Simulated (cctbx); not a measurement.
# CeSn4Ru: as given, inverted or twinned?

Space group P-6m2 (no. 187), a = 5.9890 Å, b = 5.9890 Å, c = 5.1460 Å, α = 90.00°, β = 90.00°, γ = 120.00°.

```csv
atom,mult.,x,y,z,Ueq (Å²)
Ce1,1,0,0,0,0.0195
Sn1,3,0.4958,0.5042,1/2,0.0174
Sn2,1,2/3,1/3,0,0.0168
Ru1,1,1/3,2/3,0,0.0192
```

The model was made for the exercise: a known structure type with other elements put in, its volume estimated, not relaxed; displacement parameters are assumed.

Data sets are simulated with cctbx and refined with Bijvoet mates kept apart; Flack x is then fitted as the share of an inverted twin with the atoms fixed, Hooft y from the Bijvoet differences. The group is acentric but holds improper operations, so there is an absolute structure (orientation) and no hand.

Untwinned crystal. What Flack and Hooft values should come out?

| λ (Å) | extinction (unmodelled) | d min (Å) | top counts | error (%) | model | R1 | Flack x | s.u. | Hooft y | s.u. | pairs |
| --- | --- | --- | --- | --- | --- | --- | --- | --- | --- | --- | --- |
| 0.71073 | 0 | 0.77 | 70000 | 2 | as given | 0.0042 | 0.00 | 0.03 | 0.005 | 0.028 | 76 |
| 0.71073 | 0 | 0.77 | 70000 | 2 | inverted | 0.0105 | 1.00 | 0.03 | 0.998 | 0.028 | 76 |
| 1.54184 | 0 | 0.83 | 40000 | 2 | as given | 0.0050 | 0.007 | 0.015 | 0.010 | 0.012 | 62 |

With Mo Kα, x is within 3 s.u. of 0, so the absolute structure is right. With Cu Kα, x is within 3 s.u. of 0, so the absolute structure is right. Inverting the model turns x into about 1 − x.

[Logs are printed without paths, hosts, clocks, repeated set-up lines and the standing remarks that a program may print on its own settings, such as how far it seeks lower states.]
